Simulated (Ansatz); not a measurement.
**vacancy in Ru(0001), 2x2: scattering by a point defect**

How strong a scatterer is vacancy in Ru(0001), 2x2, and does relaxation matter?

Calculated with Ansatz 0.2.0; Ansatz plane-wave DFT, PBE, PAW files; ballistic transport by layer matching (Landauer), zero bias; PAW set soft_1, in the first sound run; inputs show where later runs differ.

**1. Starting point**

The cell holds 63 atoms: 63 Ru. Cell: a = 5.412 Å, b = 5.412 Å, c = 34.255 Å, α = 90.0°, β = 90.0°, γ = 120.0°. It derives from Ru. Regions: lead, 40 atoms (40 Ru); scattering region, 23 atoms (23 Ru). The structure is stacked along c, and the current runs across the ab planes.

**2. Transmission at ideal sites**

The defect sits in one plane of the supercell, all atoms on ideal sites; the layers about the cell's end are the lead. The mesh across the current, 12×12, is finer than the density's, because channels open and close sharply across the zone. Energies from -0.1 to 0.1 eV in steps of 0.05 eV are too few for the program's thermal sum, so it prints no conductance; for a metal the transmission near the Fermi level serves, at a fraction of the cost.

Input file input.yaml:

```yaml
crystal:
  lattice:
    - [5.4116, 0.0, 0.0]
    - [-2.7058, 4.6865830751, 0.0]
    - [0.0, 0.0, 34.2552]
  atoms:
    - { symbol: Ru, position: [0.1666666667, 0.3333333333, 0.03125] }
    - { symbol: Ru, position: [0.1666666667, 0.8333333333, 0.03125] }
    - { symbol: Ru, position: [0.6666666667, 0.3333333333, 0.03125] }
    - { symbol: Ru, position: [0.6666666667, 0.8333333333, 0.03125] }
    - { symbol: Ru, position: [0.3333333333, 0.1666666667, 0.09375] }
    - { symbol: Ru, position: [0.3333333333, 0.6666666667, 0.09375] }
    - { symbol: Ru, position: [0.8333333333, 0.1666666667, 0.09375] }
    - { symbol: Ru, position: [0.8333333333, 0.6666666667, 0.09375] }
    - { symbol: Ru, position: [0.1666666667, 0.3333333333, 0.15625] }
    - { symbol: Ru, position: [0.1666666667, 0.8333333333, 0.15625] }
    - { symbol: Ru, position: [0.6666666667, 0.3333333333, 0.15625] }
    - { symbol: Ru, position: [0.6666666667, 0.8333333333, 0.15625] }
    - { symbol: Ru, position: [0.3333333333, 0.1666666667, 0.21875] }
    - { symbol: Ru, position: [0.3333333333, 0.6666666667, 0.21875] }
    - { symbol: Ru, position: [0.8333333333, 0.1666666667, 0.21875] }
    - { symbol: Ru, position: [0.8333333333, 0.6666666667, 0.21875] }
    - { symbol: Ru, position: [0.1666666667, 0.3333333333, 0.28125] }
    - { symbol: Ru, position: [0.1666666667, 0.8333333333, 0.28125] }
    - { symbol: Ru, position: [0.6666666667, 0.3333333333, 0.28125] }
    - { symbol: Ru, position: [0.6666666667, 0.8333333333, 0.28125] }
    - { symbol: Ru, position: [0.3333333333, 0.1666666667, 0.34375] }
    - { symbol: Ru, position: [0.3333333333, 0.6666666667, 0.34375] }
    - { symbol: Ru, position: [0.8333333333, 0.1666666667, 0.34375] }
    - { symbol: Ru, position: [0.8333333333, 0.6666666667, 0.34375] }
    - { symbol: Ru, position: [0.1666666667, 0.3333333333, 0.40625] }
    - { symbol: Ru, position: [0.1666666667, 0.8333333333, 0.40625] }
    - { symbol: Ru, position: [0.6666666667, 0.3333333333, 0.40625] }
    - { symbol: Ru, position: [0.6666666667, 0.8333333333, 0.40625] }
    - { symbol: Ru, position: [0.3333333333, 0.1666666667, 0.46875] }
    - { symbol: Ru, position: [0.3333333333, 0.6666666667, 0.46875] }
    - { symbol: Ru, position: [0.8333333333, 0.1666666667, 0.46875] }
    - { symbol: Ru, position: [0.8333333333, 0.6666666667, 0.46875] }
    - { symbol: Ru, position: [0.1666666667, 0.8333333333, 0.53125] }
    - { symbol: Ru, position: [0.6666666667, 0.3333333333, 0.53125] }
    - { symbol: Ru, position: [0.6666666667, 0.8333333333, 0.53125] }
    - { symbol: Ru, position: [0.3333333333, 0.1666666667, 0.59375] }
    - { symbol: Ru, position: [0.3333333333, 0.6666666667, 0.59375] }
    - { symbol: Ru, position: [0.8333333333, 0.1666666667, 0.59375] }
    - { symbol: Ru, position: [0.8333333333, 0.6666666667, 0.59375] }
    - { symbol: Ru, position: [0.1666666667, 0.3333333333, 0.65625] }
    - { symbol: Ru, position: [0.1666666667, 0.8333333333, 0.65625] }
    - { symbol: Ru, position: [0.6666666667, 0.3333333333, 0.65625] }
    - { symbol: Ru, position: [0.6666666667, 0.8333333333, 0.65625] }
    - { symbol: Ru, position: [0.3333333333, 0.1666666667, 0.71875] }
    - { symbol: Ru, position: [0.3333333333, 0.6666666667, 0.71875] }
    - { symbol: Ru, position: [0.8333333333, 0.1666666667, 0.71875] }
    - { symbol: Ru, position: [0.8333333333, 0.6666666667, 0.71875] }
    - { symbol: Ru, position: [0.1666666667, 0.3333333333, 0.78125] }
    - { symbol: Ru, position: [0.1666666667, 0.8333333333, 0.78125] }
    - { symbol: Ru, position: [0.6666666667, 0.3333333333, 0.78125] }
    - { symbol: Ru, position: [0.6666666667, 0.8333333333, 0.78125] }
    - { symbol: Ru, position: [0.3333333333, 0.1666666667, 0.84375] }
    - { symbol: Ru, position: [0.3333333333, 0.6666666667, 0.84375] }
    - { symbol: Ru, position: [0.8333333333, 0.1666666667, 0.84375] }
    - { symbol: Ru, position: [0.8333333333, 0.6666666667, 0.84375] }
    - { symbol: Ru, position: [0.1666666667, 0.3333333333, 0.90625] }
    - { symbol: Ru, position: [0.1666666667, 0.8333333333, 0.90625] }
    - { symbol: Ru, position: [0.6666666667, 0.3333333333, 0.90625] }
    - { symbol: Ru, position: [0.6666666667, 0.8333333333, 0.90625] }
    - { symbol: Ru, position: [0.3333333333, 0.1666666667, 0.96875] }
    - { symbol: Ru, position: [0.3333333333, 0.6666666667, 0.96875] }
    - { symbol: Ru, position: [0.8333333333, 0.1666666667, 0.96875] }
    - { symbol: Ru, position: [0.8333333333, 0.6666666667, 0.96875] }
kpoints:
  mp_grid: { grid: [5, 5, 1] }
hamiltonian:
  xc: pbe
  pseudopotentials: { kind: paw, azcp: { folder: soft_1 } }
scf:
  occupations: { method: fermi_dirac, width: 0.1 }
output:
  transmission: { leads: [[0, 8]], kmesh: [12, 12], e_range: [-0.1, 0.1], de: 0.05 }
  write_potential: true
  write_density: true
  volumetric_format: npy
  elf: true
```

Run with:

```sh
$ ansatz run input.yaml --threads 4 --pin off --max-ram 15360MiB --backend cpu --events-out ev --progress --plain --runs-dir out
```

Numbers of over 12 decimals in the logs are rounded to 6 here.

What it wrote:

```text
Engine: ansatz 0.2.0, aarch64-unknown-linux-gnu
Pseudopotentials: kind: paw
Pseudopotential: Ru, paw, valence charge 16, recommended cutoff 420 eV (normal), soft_1/Ru.paw.azcp
Functional definition: PBE
  parameter kappa = 0.804
  parameter beta = 0.066725
  exchange = pbe_x(kappa = kappa, mu = beta*pi^2/3)
  correlation = pbe_c(beta = beta)
Crystal: 63 atoms, lattice volume = 868.777 Å³
Basis set: ecut = 420 eV, 16909 PW (Γ)
Bands: 605, of which v1, the nominal top of the filled ones, is band 504 counted from 1 (503 counted from 0)
Symmetry: 12 space group operations
Space group: P-6m2 (ITA 187), of the structure as read, at distance tolerance 9.5e-5 Å
k-points: 5 of 25 (time reversal used)
Non-local potential: Ru, projectors of the file, l = 0: 3, l = 1: 2, l = 2: 2, l = 3: 1
PAW form: soft (Blöchl's): semilocal exchange-correlation on the pseudo side does not see the compensation charge
PAW one-centre angular grid: Ru, 590 points (default); XC on 64 Gauss nodes
Initial density: superposition of atomic densities (chi_scale 0.1, normalization cell)
Initial wavefunctions: pseudopotential atomic-orbital guess
Functional: x = pbe(κ = 0.804, μ = 0.219515), c = pbe(β = 0.066725)
SCF iter   1: F=—  HF=-370396.364431 eV  |F-HF|=—  |Δ(HF+E_count)|=         —  Δρ=1.20e-1  dr2=1.24e2  ethr=3.10e-3  ⟨swp⟩=5.2  Hψ=9981  notcnv=0  defer=2
preconditioner: auto → Kerker (q_TF=auto, 2.797 Å⁻¹)  [metal: Δε(μ)=0.001 eV  Ē_g=5.190 eV  σ=0.100 eV  W_gap=0.00  n_scr=348 (ndim 8)  ℏωp=28.3 eV  f_vac=0.002  D(μ)=56.13/eV (n_scr^D=546)]
SCF iter   2: F=—  HF=-370365.696370 eV  |F-HF|=—  |Δ(HF+E_count)|=    3.07e1  Δρ=5.80e-2  dr2=2.88e1  ethr=3.10e-3  ⟨swp⟩=2.6  Hψ=6050  notcnv=0  defer=30
SCF iter   3: F=—  HF=-370357.612311 eV  |F-HF|=—  |Δ(HF+E_count)|=    8.08e0  Δρ=9.41e-3  dr2=5.68e-1  ethr=2.86e-3  ⟨swp⟩=2.4  Hψ=5399  notcnv=0  defer=30
SCF iter   4: F=—  HF=-370357.678604 eV  |F-HF|=—  |Δ(HF+E_count)|=   6.63e-2  Δρ=1.08e-3  dr2=5.68e-2  ethr=5.64e-5  ⟨swp⟩=1.6  Hψ=4036  notcnv=0  defer=30
SCF iter   5: F=—  HF=-370357.678426 eV  |F-HF|=—  |Δ(HF+E_count)|=   1.78e-4  Δρ=2.86e-4  dr2=5.74e-3  ethr=5.64e-6  ⟨swp⟩=1.8  Hψ=3706  notcnv=0  defer=30
SCF iter   6: F=—  HF=-370357.678224 eV  |F-HF|=—  |Δ(HF+E_count)|=   2.01e-4  Δρ=1.08e-4  dr2=1.12e-3  ethr=5.69e-7  ⟨swp⟩=1.8  Hψ=3843  notcnv=0  defer=30
SCF iter   7: F=—  HF=-370357.678202 eV  |F-HF|=—  |Δ(HF+E_count)|=   2.25e-5  Δρ=5.25e-5  dr2=6.26e-5  ethr=1.11e-7  ⟨swp⟩=2.0  Hψ=3864  notcnv=0  defer=30
SCF iter   8: F=—  HF=-370357.680566 eV  |F-HF|=—  |Δ(HF+E_count)|=   2.36e-3  Δρ=1.77e-5  dr2=9.56e-6  ethr=6.21e-9  ⟨swp⟩=2.0  Hψ=4259  notcnv=0  defer=30
SCF iter   9: F=—  HF=-370357.680567 eV  |F-HF|=—  |Δ(HF+E_count)|=   1.32e-6  Δρ=5.20e-6  dr2=8.93e-7  ethr=9.48e-10  ⟨swp⟩=2.0  Hψ=4175  notcnv=0  defer=30
SCF iter  10: F=-370357.680567 eV  HF=-370357.680567 eV  |F-HF|=2.37e-8  |Δ(HF+E_count)|=   1.06e-7  Δρ=1.73e-6  dr2=5.21e-8  ethr=9.92e-12  ⟨swp⟩=9.0  Hψ=7735  notcnv=0
SCF 1 converged in 10 iterations: F = -370357.680567 eV  dr2 = 5.21e-8
  greatest PAW one-centre occupation: 1.000 electrons in one spin orbital (limit 2), on the Ru atom at site 38 (counted from 0), in its partial waves of l = 0
transmission: 120 of 1197 steps passed
transmission: 240 of 1197 steps passed
[...]
transmission: 1197 of 1197 steps passed
SCF converged after 10 iterations
Free energy (F): -370357.680567 eV
Harris-Foulkes:  -370357.680567 eV  (|F-HF|=2.37e-8)
Internal energy: -370355.592254 eV  (E = F + TS)
E sigma→0 (E₀):  -370356.636411 eV
Entropy (-TS):   -2.088313 eV (-33.148 meV/atom)
Fermi energy:    22.905854 eV
--- Per-component energies (eV) ---
  E_band       = -3959.522772
  E_kinetic    = 28991.753253
  E_local      = -86360.164177  (includes V_loc(G=0)·N_el)
  E_nonlocal   = 25992.713111
  E_hartree    = 29491.683171
  E_xc         = -10712.273786
  E_vxc        = -13547.015044  (∫ρ·V_xc dr)
  E_paw        = -220595.129454  (= ΣΔE_a)
  E_vpaw       = -18020.196160  (= ΣTr[D̂ρ^β])
  E_aug_tail   = 0.039362  (compensation charges beyond the density's cutoff)
  E_ewald      = -137164.213736
  E_smearing   = -2.088313  (= −TS)
  E_closure    = -0.000000  (closes the sum)
  Σ components = -370357.680567   (vs F -370357.680567, Δ=0.00e0)
--- Band table (eV; the first three rows and the last of 5) ---
  k-point 0: bands = [... 500 lower, 23.6814, 23.7040, 23.7119, 23.7119, 23.7531, 23.7531, 23.7809, 23.8035, ... 97 higher]
  k-point 1: bands = [... 500 lower, 23.1481, 23.2251, 23.2548, 23.3137, 23.4286, 23.4445, 23.4734, 23.4810, ... 97 higher]
  k-point 2: bands = [... 500 lower, 22.6412, 22.6695, 22.6747, 22.6984, 22.7090, 22.7935, 22.8238, 22.9190, ... 97 higher]
  k-point 4: bands = [... 500 lower, 22.5083, 22.5443, 22.5653, 22.6018, 22.7145, 22.7542, 22.8230, 22.8699, ... 97 higher]
--- Transmission ---
  basis      : 223 plane waves across, 63 finite elements along
  points     : 19, standing for a mesh of 12 x 12
  energies   : 5 from -0.100000 to 0.100000 eV about the Fermi level, 0.050000 eV apart; the leads are filled to 0.000000 eV, and channels, transmission and decay are at 0.000000 eV
  crystal 0  : Ru8, at the sites [0, 8], period 4.2819 Å, over 32.11 Å; its Hamiltonian steps by up to 2.9 meV
    offset         : up to 0.0000 Å between an atom of the period and one for which it stands
    channels       : 5.930556e0 a spin
    conductance    : none, the energies end too early or step too widely for 300 K: set another output.transmission.e_range or a lower de, or, where they end at an eighth of basis.ecutwfc, a higher one
  junction   : crystal 0 to crystal 0, 1.44 to 31.42 Å
    transmission   : 3.328115e0 a spin
    conductance    : none, the energies end too early or step too widely for 300 K: set another output.transmission.e_range or a lower de, or, where they end at an eighth of basis.ecutwfc, a higher one
```

Elapsed: 7 min, on 4 threads of Arm Neoverse V1, shared host; peak memory 8 GiB; 24 min of CPU time.

Numbers from this step:

```
free energy                                    : -370357.6806 eV
energy at zero smearing                        : -370356.6364 eV
Fermi energy                                   : 22.91 eV
cell area                                      : 25.36 Å²
transmission per spin nearest the Fermi level  : 3.328
open channels per spin nearest the Fermi level : 5.931
step of the lead's potential                   : 2.9 meV
```

Per spin. Table of transmission, zone mean by energy, zero at the Fermi level:

```tsv
energy (eV)	transmission, zone mean
-0.1000	3.47
-0.0500	3.53
0.0000	3.33
0.0500	3.24
0.1000	3.09
```

Per spin. Table of open channels, zone mean, lead by energy, zero at the Fermi level:

```tsv
energy (eV)	open channels, zone mean, lead
-0.1000	5.64
-0.0500	6.01
0.0000	5.93
0.0500	5.64
0.1000	5.22
```

Transmission over k1 and k2. At 0.0000 eV from the Fermi level.

Ten even steps from '0' (1.80) to '9' (8.90):
```
220000222002
001111100000
001222210000
001237321002
201279972102
221239993212
220127997210
020012373210
000001222210
000000111110
220022200002
220002220002
```
Columns: k1 (b1) from -0.5 to 0.417; rows upwards: k2 (b2) from -0.5 to 0.417.

Open channels over k1 and k2. At 0.0000 eV from the Fermi level.

Ten even steps from '_' (3.0) to '@' (12.0):
```
--==::....::==--==::::==
..::::::::::::::..::..::
__..::========::..__::::
....::====%%====::....==
--::::==%%@@@@%%==::::--
--==::====@@@@@@====::==
----::::==%%@@@@%%==::::
..==....::====%%====::..
__::::__..::========::..
..::..::..::::::::::::::
--==::::==--==::....::==
----..__..------..__..--
```
Columns: k1 (b1) from -0.5 to 0.417; rows upwards: k2 (b2) from -0.5 to 0.417.

Electrostatic potential energy in the ca plane at fractional y = 0.167, with atoms of Ru within 0.2 Å of it. With pseudopotentials it is smooth inside the atoms' cores, unlike the true potential.

Ten even steps from '0' (-71 eV) to '9' (26 eV), each cell a mean:
```
99899863468998999853479999999743589998998633
99999720037999999610158999998400269999997300
99999720037999999610048999998400169999997200
99999852368999999742379999999632489999998533
87789987889987789987899987899987899877899877
86679999999976689999999876789999999866799999
87789998899987789988899977899988899877899988
99899863468998999853479998999743589998998633
99999720037999999610158999998400269999997300
99999720037999999610048999998400169999997200
99999852368999999742379999999732489999998533
87789987889987789987899999999987899877899877
86679999999976689999999999999999999866799999
87789998899987789988899999999988899877899988
```
Columns run along c (16.0 Å, from fractional 0.27 to 0.73 of the cell; values clipped at the 3rd and 97th percentile), rows up along a (5.4 Å). Atoms in or near the plane, at fractional coordinates: Ru at (0.34, 0.33), Ru at (0.34, 0.83), Ru at (0.47, 0.33), Ru at (0.47, 0.83), Ru at (0.59, 0.33), Ru at (0.59, 0.83), Ru at (0.72, 0.33), Ru at (0.72, 0.83).

ELF in the ca plane at fractional y = 0.167, with atoms of Ru within 0.2 Å of it. It is the smooth field of the valence electrons, not physical close to the nuclei.

Ten even steps from '0' (0.10) to '9' (0.60), each cell a mean:
```
32233368863332233479841221221589733322333688
43343499984343343698973332333899953433434999
43343498984343343698973433443898953433434999
33333379963332234489853433343589844323333699
34533334433335433334333345433344333345333344
36642333333246632333333257523333332366423333
35533333333235423333333245423333333345333333
32233368863332234479843333333589744322333688
43343499984343343698973433443799953433434999
43343498984343343698973333333898953433434999
33333379963333333489951221222599843333333799
34533334433335433334421100011244333345333344
36642333333246632333332000002333332366423333
35533333333235433334321100011244333355333333
```
Columns run along c (16.0 Å, from fractional 0.27 to 0.73 of the cell), rows up along a (5.4 Å). Atoms in or near the plane, at fractional coordinates: Ru at (0.34, 0.33), Ru at (0.34, 0.83), Ru at (0.47, 0.33), Ru at (0.47, 0.83), Ru at (0.59, 0.33), Ru at (0.59, 0.83), Ru at (0.72, 0.33), Ru at (0.72, 0.83).

Valence density in the ca plane at fractional y = 0.167, with atoms of Ru within 0.2 Å of it. It is the smooth field of the valence electrons, not physical close to the nuclei.

Values in units of 1e0 e/Å³, 8 rows by 16 columns, each cell a mean:
```
0.4 0.4 4.2 2.8 0.4 0.4 2.6 4.3 0.2 0.1 1.3 5.3 0.7 0.4 0.6 5.4
0.3 0.4 6.1 4.1 0.3 0.3 3.9 6.3 0.4 0.3 1.9 7.9 0.9 0.3 0.8 7.9
0.9 0.5 1.1 0.8 0.7 0.7 0.8 1.1 0.5 0.9 0.5 1.4 0.4 1.0 0.4 1.4
1.2 0.6 0.5 0.4 0.9 0.9 0.4 0.5 0.6 1.2 0.4 0.5 0.4 1.3 0.4 0.5
0.4 0.4 4.2 2.8 0.4 0.4 2.7 4.3 0.4 0.4 1.4 5.3 0.7 0.4 0.6 5.4
0.3 0.4 6.1 4.1 0.3 0.3 3.9 6.3 0.3 0.2 1.9 7.9 0.8 0.3 0.8 7.9
0.9 0.5 1.1 0.8 0.7 0.7 0.8 1.1 0.1 0.1 0.4 1.4 0.4 1.0 0.4 1.4
1.2 0.6 0.5 0.4 0.9 0.9 0.4 0.5 0.1 0.1 0.2 0.5 0.4 1.3 0.4 0.5
```
Columns run along c (16.0 Å, from fractional 0.27 to 0.73 of the cell), rows up along a (5.4 Å). Atoms in or near the plane, at fractional coordinates: Ru at (0.34, 0.33), Ru at (0.34, 0.83), Ru at (0.47, 0.33), Ru at (0.47, 0.83), Ru at (0.59, 0.33), Ru at (0.59, 0.83), Ru at (0.72, 0.33), Ru at (0.72, 0.83).

Over the solved energies the transmission per spin lies between 3.09 and 3.53, out of 5.69 channels of the lead on average (up to 6.01).

**3. Resistance at ideal sites**

This step: Ansatz plane-wave DFT, PBE, PAW files; ballistic transport by layer matching (Landauer), zero bias; area resistance of the defect plane and resistivity an atomic per cent; PAW set soft_1 (Ansatz 0.2.0).

Numbers from this step:

- area resistance: 0.4139 fΩ m²
- T over the leads' mean channel count: 0.5744
- resistivity per at.% scaled from this dense plane, with the factor 3/4 for isotropic scattering: 5.800 µΩ cm

Averaged over the energies near the Fermi level, 57.4 % of the channels pass, which makes 0.414 fΩ m².

By hand, with T and the leads' channels N averaged over the energies near the Fermi level: RA = A (h/2e²)(1/T − 1/N) = 25.36×10⁻²⁰ m² × 12 906 Ω × (1/3.366 − 1/5.861) = 0.414 fΩ m². Per atomic per cent: RA × A / V_atom × 0.01 × 3/4 = 5.80 µΩ cm, with the host's V_atom = 13.57 Å³.

(Continued in part 2 of 3.)

[Logs are printed without paths, hosts, clocks, repeated set-up lines and the standing remarks that a program may print on its own settings, such as how far it seeks lower states.]

[Hosts, paths, dates, database ids (printed as entryN), source tags and the programs' standing remarks are cut or masked in the printed files.]
